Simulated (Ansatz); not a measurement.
# O on Ir(111): change of the work function

Wanted: Δφ(θ) for O/Ir(111), starting from the fcc site.

Calculated with Ansatz 0.2.0; plane-wave DFT, PBE, Ansatz PAW.

This is a report of a sequence of runs, with the program logs left out and the cost of each run kept.

### 1. The starting structure

The cell holds 4 atoms: 4 Ir. Its edges and angles: a = 2.715 Å, b = 2.715 Å, c = 24.651 Å, α = 90.0°, β = 90.0°, γ = 60.0°. Vacuum lies along c.

### 2. The clean slab

The bare slab comes first, as the zero from which every change is counted. The two lowest layers are held at bulk places and the upper ones relax. The dipole correction removes the false field that a one-sided slab makes across the periodic vacuum, so each face gets a flat vacuum level of its own.

The input, input.yaml:

```yaml
crystal:
  lattice:
    - [2.7152900398, 0.0, 0.0]
    - [1.3576450199, 2.3515101531, 0.0]
    - [0.0, 0.0, 24.6510751011]
  atoms:
    - { symbol: Ir, position: [0.0, 0.0, 0.3650956383] }
    - { symbol: Ir, position: [0.3333333333, 0.3333333333, 0.4550318794] }
    - { symbol: Ir, position: [0.6666666667, 0.6666666667, 0.5449681206] }
    - { symbol: Ir, position: [0.0, 0.0, 0.6349043617] }
kpoints:
  mp_grid: { grid: [12, 12, 1] }
hamiltonian:
  xc: pbe
scf:
  occupations: { method: fermi_dirac, width: 0.1 }
  convergence: { dr2_threshold: 1.0e-08 }
efield:
  axis: 3
  dipole_correction: true
  ramp_position: 0.97
  ramp_width: 0.06
relax:
  f_tol: 0.02
  max_steps: 60
  constraints: [{ sites: [0, 1] }]
output:
  write_potential: true
  write_density: true
  volumetric_format: npy
```

On the command line:

```console
$ ansatz run input.yaml --threads 4 --pin off --max-ram 16384MiB --backend cpu --events-out ev --progress --plain --runs-dir out
```

Elapsed: 10 s, on 4 threads of Arm Neoverse V1, shared host; peak memory 0.47 GiB.

Step by step:

```tsv
step	energy less that of the first step (eV)	largest force component (eV/Å)
1	0.0000	0.1352
2	0.0012	0.2063
3	-0.0009	0.0028
```

Relaxation step 2 was tried and not accepted.

The run keeps the 6 symmetry operations that the program found, so distortions that break them were not tested.

The atoms that moved most (Å):

```tsv
atom	dx	dy	dz	length
Ir4	0.000	0.000	-0.016	0.016
```

The relaxed structure:

```xyz
4
Lattice="2.7153 0.0000 0.0000 1.3576 2.3515 0.0000 0.0000 0.0000 24.6511" Properties=species:S:1:pos:R:3
Ir    0.0000    0.0000    9.0000
Ir    1.3576    0.7838   11.2170
Ir    2.7153    1.5677   13.4315
Ir    0.0000    0.0000   15.6353
```

This step gave:

| Property | Result |
| --- | --- |
| energy at zero smearing | -47739.4651 eV |
| work function, upper face | 5.486 eV |
| dipole along the normal | 2.68e-4 e·Å |

Running mean over 2.217 Å of the planar mean; the ramp of the sawtooth is left out. Table of electron's electrostatic potential energy less the Fermi level by z:

```tsv
z (Å)	electron's electrostatic potential energy less the Fermi level (eV)
3.5	5.49
4.0	5.49
4.5	5.49
5.0	5.49
5.5	5.47
6.0	5.42
6.5	5.19
7.0	4.28
7.5	0.793
8.0	-5.49
8.5	-10.8
9.0	-12.7
9.5	-13.1
10.0	-13.3
10.5	-13.4
11.0	-13.5
11.5	-13.6
12.0	-13.6
12.5	-13.6
13.0	-13.6
13.5	-13.6
14.0	-13.6
14.5	-13.5
15.0	-13.3
15.5	-12.9
16.0	-11.7
16.5	-7.22
17.0	-0.753
17.5	3.68
18.0	5.04
18.5	5.38
19.0	5.46
19.5	5.48
20.0	5.48
20.5	5.49
21.0	5.49
21.5	5.49
```

The relaxation took 3 steps and lowered the energy by 9.4e-4 eV; the largest force on the free atoms ends at 0.0028 eV/Å.

The work function of the upper face is 5.49 eV.

### 3. The covered slab, k-mesh 4×4×1, coverage 0.111 ML

System of this step: Ir36O (O/Ir(111)). The cell holds 37 atoms: 36 Ir and 1 O. Its edges and angles: a = 8.146 Å, b = 8.146 Å, c = 26.080 Å, α = 90.0°, β = 90.0°, γ = 60.0°. Vacuum lies along c.

The clean slab as it ended is repeated in the plane and the adsorbate is set on one face; the cell's size fixes the coverage, and the k-mesh shrinks with it to keep the sampling density about even. Adsorbate and upper layers relax, since the dipole depends on the height.

The input, input.yaml:

```yaml
crystal:
  lattice:
    - [8.1458701194, 0.0, 0.0]
    - [4.0729350597, 7.0545304593, 0.0]
    - [0.0, 0.0, 26.0803608748]
  atoms:
    - { symbol: Ir, position: [0.0, 0.0, 0.3450872495] }
    - { symbol: Ir, position: [0.1111111111, 0.1111111111, 0.4300947018] }
    - { symbol: Ir, position: [0.2222222222, 0.2222222222, 0.5150031947] }
    - { symbol: Ir, position: [0.0, 0.0, 0.5995040849] }
    - { symbol: Ir, position: [0.0, 0.3333333333, 0.3450872495] }
    - { symbol: Ir, position: [0.1111111111, 0.4444444444, 0.4300947018] }
    - { symbol: Ir, position: [0.2222222222, 0.5555555556, 0.5150031947] }
    - { symbol: Ir, position: [0.0, 0.3333333333, 0.5995040849] }
[... 25 atom lines left out ...]
    - { symbol: Ir, position: [0.7777777778, 0.7777777778, 0.4300947018] }
    - { symbol: Ir, position: [0.8888888889, 0.8888888889, 0.5150031947] }
    - { symbol: Ir, position: [0.6666666667, 0.6666666667, 0.5995040849] }
    - { symbol: O, position: [0.1111111111, 0.1111111111, 0.6549127505] }
kpoints:
  mp_grid: { grid: [4, 4, 1] }
hamiltonian:
  xc: pbe
scf:
  occupations: { method: fermi_dirac, width: 0.1 }
  convergence: { dr2_threshold: 1.0e-08 }
efield:
  axis: 3
  dipole_correction: true
  ramp_position: 0.97
  ramp_width: 0.06
relax:
  f_tol: 0.02
  max_steps: 60
  constraints:
    - { sites: [0, 1, 4, 5, 8, 9, 12, 13, 16, 17, 20, 21, 24, 25, 28, 29, 32, 33] }
output:
  write_potential: true
  write_density: true
  volumetric_format: npy
```

Wall time 11 min (4 threads); peak memory 9.3 GiB.

This run has no spin polarisation, although Ir can carry a moment.

Relaxation path:

```tsv
step	energy less that of the first step (eV)	largest force component (eV/Å)
1	0.0000	1.3209
2	-0.1477	0.7540
3	-0.1878	0.2754
4	-0.1924	0.0317
5	-0.1926	0.0036
```

Forces are held to the 6 operations that the program found; a distortion that breaks them can't arise in this run.

The atoms that moved most (Å):

```tsv
atom	dx	dy	dz	length
O37	0.000	0.000	-0.094	0.094
Ir4	-0.033	-0.019	0.065	0.075
Ir16	0.033	-0.019	0.065	0.075
Ir8	0.000	0.038	0.065	0.075
Ir24	0.000	-0.034	-0.005	0.034
Ir32	-0.029	0.017	-0.005	0.034
Ir20	0.029	0.017	-0.005	0.034
Ir23	-0.009	0.005	0.014	0.017
```

The relaxed structure:

```
Ir O
1.0
     8.14587    0.00000    0.00000
     4.07294    7.05453    0.00000
     0.00000    0.00000   26.08036
Ir O
36 1
Direct
  0.00000 0.00000 0.34509
  0.11111 0.11111 0.43009
  0.22200 0.22200 0.51472
  0.99733 0.99733 0.60201
  0.00000 0.33333 0.34509
  0.11111 0.44444 0.43009
  0.22190 0.55572 0.51486
  0.99733 0.33867 0.60201
  0.00000 0.66667 0.34509
  0.11111 0.77778 0.43009
  0.22200 0.88934 0.51472
  0.00057 0.66638 0.59911
  0.33333 0.00000 0.34509
  0.44444 0.11111 0.43009
  0.55572 0.22190 0.51486
  0.33867 0.99733 0.60201
  0.33333 0.33333 0.34509
  0.44444 0.44444 0.43009
  0.55572 0.55572 0.51486
  0.33572 0.33572 0.59933
  0.33333 0.66667 0.34509
  0.44444 0.77778 0.43009
  0.55405 0.88964 0.51553
  0.33572 0.66190 0.59933
  0.66667 0.00000 0.34509
  0.77778 0.11111 0.43009
  0.88934 0.22200 0.51472
  0.66638 0.00057 0.59911
  0.66667 0.33333 0.34509
  0.77778 0.44444 0.43009
  0.88964 0.55405 0.51553
  0.66190 0.33572 0.59933
  0.66667 0.66667 0.34509
  0.77778 0.77778 0.43009
  0.88964 0.88964 0.51553
  0.66638 0.66638 0.59911
  0.11111 0.11111 0.65133
```

Numbers from this step:

- energy at zero smearing: -430221.7753 eV
- work function, upper face: 5.599 eV
- work function, lower face: 5.494 eV
- dipole along the normal: -0.03338 e·Å
- step between the vacuum levels: 0.1051 eV

Running mean over 2.217 Å of the planar mean; the ramp of the sawtooth is left out. The electron's electrostatic potential energy less the Fermi level by z:

```tsv
z (Å)	electron's electrostatic potential energy less the Fermi level (eV)
4	5.49
5	5.49
6	5.42
7	4.26
8	-5.49
9	-12.7
10	-13.3
11	-13.5
12	-13.6
13	-13.6
14	-13.4
15	-13.3
16	-12.2
17	-1.51
18	4.79
19	5.56
20	5.60
21	5.60
22	5.60
23	5.60
```

The relaxation took 5 steps and lowered the energy by 0.19 eV; the largest force on the free atoms ends at 0.0036 eV/Å.

The covered face has 5.60 eV, +0.11 eV against the clean one; the bare back face has moved by +0.00 eV, a measure of how thin the slab is.

### 4. The covered slab, k-mesh 6×6×1, coverage 0.25 ML

System of this step: Ir16O (O/Ir(111)). The cell holds 17 atoms: 16 Ir and 1 O. Its edges and angles: a = 5.431 Å, b = 5.431 Å, c = 26.080 Å, α = 90.0°, β = 90.0°, γ = 60.0°. Vacuum lies along c.

Another coverage, to see how the dipoles act on each other as their distance changes.

The input, input.yaml:

```yaml
crystal:
  lattice:
    - [5.4305800796, 0.0, 0.0]
    - [2.7152900398, 4.7030203062, 0.0]
    - [0.0, 0.0, 26.0803608748]
  atoms:
    - { symbol: Ir, position: [0.0, 0.0, 0.3450872495] }
    - { symbol: Ir, position: [0.1666666667, 0.1666666667, 0.4300947018] }
    - { symbol: Ir, position: [0.3333333333, 0.3333333333, 0.5150031947] }
    - { symbol: Ir, position: [0.0, 0.0, 0.5995040849] }
    - { symbol: Ir, position: [0.0, 0.5, 0.3450872495] }
    - { symbol: Ir, position: [0.1666666667, 0.6666666667, 0.4300947018] }
    - { symbol: Ir, position: [0.3333333333, 0.8333333333, 0.5150031947] }
    - { symbol: Ir, position: [0.0, 0.5, 0.5995040849] }
    - { symbol: Ir, position: [0.5, 0.0, 0.3450872495] }
    - { symbol: Ir, position: [0.6666666667, 0.1666666667, 0.4300947018] }
    - { symbol: Ir, position: [0.8333333333, 0.3333333333, 0.5150031947] }
    - { symbol: Ir, position: [0.5, 0.0, 0.5995040849] }
    - { symbol: Ir, position: [0.5, 0.5, 0.3450872495] }
    - { symbol: Ir, position: [0.6666666667, 0.6666666667, 0.4300947018] }
    - { symbol: Ir, position: [0.8333333333, 0.8333333333, 0.5150031947] }
    - { symbol: Ir, position: [0.5, 0.5, 0.5995040849] }
    - { symbol: O, position: [0.1666666667, 0.1666666667, 0.6549127505] }
kpoints:
  mp_grid: { grid: [6, 6, 1] }
hamiltonian:
  xc: pbe
scf:
  occupations: { method: fermi_dirac, width: 0.1 }
  convergence: { dr2_threshold: 1.0e-08 }
efield:
  axis: 3
  dipole_correction: true
  ramp_position: 0.97
  ramp_width: 0.06
relax:
  f_tol: 0.02
  max_steps: 60
  constraints: [{ sites: [0, 1, 4, 5, 8, 9, 12, 13] }]
output:
  dos: { projected: true, e_range: [-8, 4] }
  write_potential: true
  write_density: true
  volumetric_format: npy
  elf: true
```

Run time: 2.7 min. Hardware: 4 threads; peak memory 2.7 GiB; 11 min of CPU time.

The steps of the relaxation:

```tsv
step	energy less that of the first step (eV)	largest force component (eV/Å)
1	0.0000	1.4177
2	-0.1269	0.6568
3	-0.1634	0.3004
4	-0.1698	0.1051
5	-0.1701	0.0942
6	-0.1708	0.0075
```

The run keeps the 6 symmetry operations that the program found, so distortions that break them were not tested.

The atoms that moved most (Å):

```tsv
atom	dx	dy	dz	length
O17	0.000	0.000	-0.125	0.125
Ir4	-0.044	-0.025	0.063	0.081
Ir8	0.000	0.050	0.063	0.081
Ir12	0.044	-0.025	0.063	0.081
Ir15	0.000	0.000	0.022	0.022
Ir16	0.000	0.000	-0.015	0.015
Ir11	-0.002	0.001	-0.011	0.011
Ir3	0.002	0.001	-0.011	0.011
```

Final coordinates:

```xyz
17
Lattice="5.4306 0.0000 0.0000 2.7153 4.7030 0.0000 0.0000 0.0000 26.0804" Properties=species:S:1:pos:R:3
Ir    0.0000    0.0000    9.0000
Ir    1.3576    0.7838   11.2170
Ir    2.7169    1.5686   13.4208
Ir   -0.0436   -0.0252   15.6982
Ir    1.3576    2.3515    9.0000
Ir    2.7153    3.1353   11.2170
Ir    4.0729    3.9173   13.4208
Ir    1.3576    2.4018   15.6982
Ir    2.7153    0.0000    9.0000
Ir    4.0729    0.7838   11.2170
Ir    5.4289    1.5686   13.4208
Ir    2.7589   -0.0252   15.6982
Ir    4.0729    2.3515    9.0000
Ir    5.4306    3.1353   11.2170
Ir    6.7882    3.9192   13.4532
Ir    4.0729    2.3515   15.6201
O     1.3576    0.7838   16.9554
```

Numbers from this step:

```yaml
energy_at_zero_smearing: -191524.4298 eV
work_function_upper_face: 5.685 eV
work_function_lower_face: 5.491 eV
dipole_along_the_normal: -0.02751 e·Å
step_between_the_vacuum_levels: 0.1949 eV
```

The density of states has structure finer than the step of the table below, so its rows give means over 0.25 eV. Peaks (eV: height): -3.910: 40.7, -3.310: 35.8, -3.190: 35.4, -3.070: 37.3, -2.950: 45.4, -2.080: 47.5, -2.020: 52.0.

The density of states by energy, zero at the Fermi level; means over each step:

energy (eV), density of states (states/eV a cell) and a bar from the least value:
```
    -7.75        6.1 #
    -7.50        8.7 #####
    -7.25       13.8 ###########
    -7.00       14.7 ############
    -6.75       19.6 ##################
    -6.50       18.9 ##################
    -6.25       20.1 ###################
    -6.00       15.4 #############
    -5.75       15.9 ##############
    -5.50       13.7 ###########
    -5.25       21.5 #####################
    -5.00       11.3 ########
    -4.75       17.5 ################
    -4.50       17.9 ################
    -4.25       16.8 ###############
    -4.00       21.5 #####################
    -3.75       21.1 ####################
    -3.50       25.8 ##########################
    -3.25       27.6 #############################
    -3.00       28.8 ##############################
    -2.75       17.5 ################
    -2.50       14.3 ############
    -2.25       14.4 ############
    -2.00       27.0 ############################
    -1.75       20.5 ####################
    -1.50       14.6 ############
    -1.25       16.9 ###############
    -1.00       18.2 #################
    -0.75       23.6 #######################
    -0.50       19.4 ##################
    -0.25       17.3 ################
     0.00       15.8 ##############
     0.25       20.4 ###################
     0.50       21.5 #####################
     0.75       20.8 ####################
     1.00       20.7 ####################
     1.25       14.9 #############
     1.50        8.2 ####
     1.75        4.9
```

Projected DOS per atom over height of the atomic layer and energy from the Fermi level. Layers: Ir4 Ir4 Ir4 Ir4 O from below.

Ten even steps from '0' (0.18 states/eV) to '9' (2.24 states/eV), each cell a mean:
```
10000
22341
46540
56440
53340
54350
63350
52350
74561
42240
73341
97661
66650
34441
34532
43432
23344
34424
36536
15535
03311
01101
```
Columns: height of the atomic layer (Å) from 9 to 17.0 (not evenly spaced); rows upwards: energy from the Fermi level (eV) from -7.96 to 1.95.

Electrostatic potential energy in the ca plane at fractional y = 0.167, with atoms of Ir and O within 0.2 Å of it. With pseudopotentials it is smooth inside the atoms' cores, unlike the true potential.

Ten even steps from '0' (-46 eV) to '9' (11 eV), each cell a mean:
```
74347888888875347886446899999999999999999999
75357888788875347886447899999999999999999999
87678874236887678887678999999999999999999999
98888840002788889998889999999999999999999999
99998720001789899999899999999999999999999999
98888840003788888998888999999999999999999999
86668874347887668887667999999999999999999999
74347888888875347885346899999999999999999999
75357888788875347886447899999999999999999999
87678874236887678888778779999999999999999999
98888840002788889998886215999999999999999999
99999720001789899999885003899999999999999999
98888840003788889998887325999999999999999999
86668874347887668887667889999999999999999999
```
Columns run along c (16.0 Å, from fractional 0.32 to 0.93 of the cell; values clipped at the 3rd and 97th percentile), rows up along a (5.4 Å). Atoms in or near the plane, at fractional coordinates: Ir at (0.43, 0.17), Ir at (0.43, 0.67), O at (0.65, 0.17).

ELF in the ca plane at fractional y = 0.167, with atoms of Ir and O within 0.2 Å of it. It is the smooth field of the valence electrons, not physical close to the nuclei.

Ten even steps from '0' (0.00) to '9' (0.85), each cell a mean:
```
34543333333334543333443222100000000000000000
34543333333334543333454210000000000000000000
33333335653333333233333321000000000000000000
33333347775333332223333321000000000000000000
33333357466333332123344321000000000000000000
33333347775333332223333321000000000000000000
33333334543333333333343321000000000000000000
34543333333334543333454210000000000000000000
34543333333334543333442222100000000000000000
33333335653333333233323788631000000000000000
33333347775333332222237889952000000000000000
33333357466333332112237659962000000000000000
33333347775333332222226889852000000000000000
33333334543333333333323677520000000000000000
```
Columns run along c (16.0 Å, from fractional 0.32 to 0.93 of the cell), rows up along a (5.4 Å). Atoms in or near the plane, at fractional coordinates: Ir at (0.43, 0.17), Ir at (0.43, 0.67), O at (0.65, 0.17).

Valence density in the ca plane at fractional y = 0.167, with atoms of Ir and O within 0.2 Å of it. It is the smooth field of the valence electrons, not physical close to the nuclei.

Ten steps, logarithmic in the rise over the least value, from '0' (0.0 e/Å³) to '9' (8.9 e/Å³), each cell a mean:
```
46664333433345664345664321000000000000000000
45654334443345664345664310000000000000000000
34543346765334543334543210000000000000000000
23333468997433332223333210000000000000000000
23333479997433332223332110000000000000000000
23333368986433333223433210000000000000000000
34554346664334543334554210000000000000000000
46664333433345664345664310000000000000000000
45654334443345664335654321000000000000000000
34543346765334543333444554200000000000000000
23333468997433332222335786310000000000000000
23333479997433332222336897410000000000000000
23333368986433333223345786310000000000000000
34554346664334543334544443100000000000000000
```
Columns run along c (16.0 Å, from fractional 0.32 to 0.93 of the cell), rows up along a (5.4 Å). Atoms in or near the plane, at fractional coordinates: Ir at (0.43, 0.17), Ir at (0.43, 0.67), O at (0.65, 0.17).

The relaxation took 6 steps and lowered the energy by 0.17 eV; the largest force on the free atoms ends at 0.0075 eV/Å.

By hand: a sheet of dipoles makes a step −p/(ε₀A) in the electron's potential. With e/ε₀ = 180.95 V·Å, p = -0.02751 e·Å and A = 25.54 Å², that is −180.95 × (-0.02751) / 25.54 = +0.195 eV, and the two vacuum levels of the run differ by +0.195 eV.

The covered face has 5.69 eV, +0.20 eV against the clean one; the bare back face has moved by -0.00 eV, a measure of how thin the slab is.

[end of part 1 of 2]

[Long decimals in the printed logs are rounded to 6 places.]

[Logs are printed without paths, hosts, clocks, repeated set-up lines and the standing remarks that a program may print on its own settings, such as how far it seeks lower states.]

[Hosts, paths, dates, database ids (printed as entryN), source tags and the programs' standing remarks are cut or masked in the printed files.]

[Maps of the electrostatic potential energy from Ansatz leave out the sawtooth potential of an applied field or a dipole correction, so their vacuum need not be flat; planar profiles and work functions include it.]

[The density of states shown here was stored with 400 of the rows of the run's finer table, so its peaks can read low, often by over a quarter, or be missed, and its means over a window can be off by a tenth or more.]
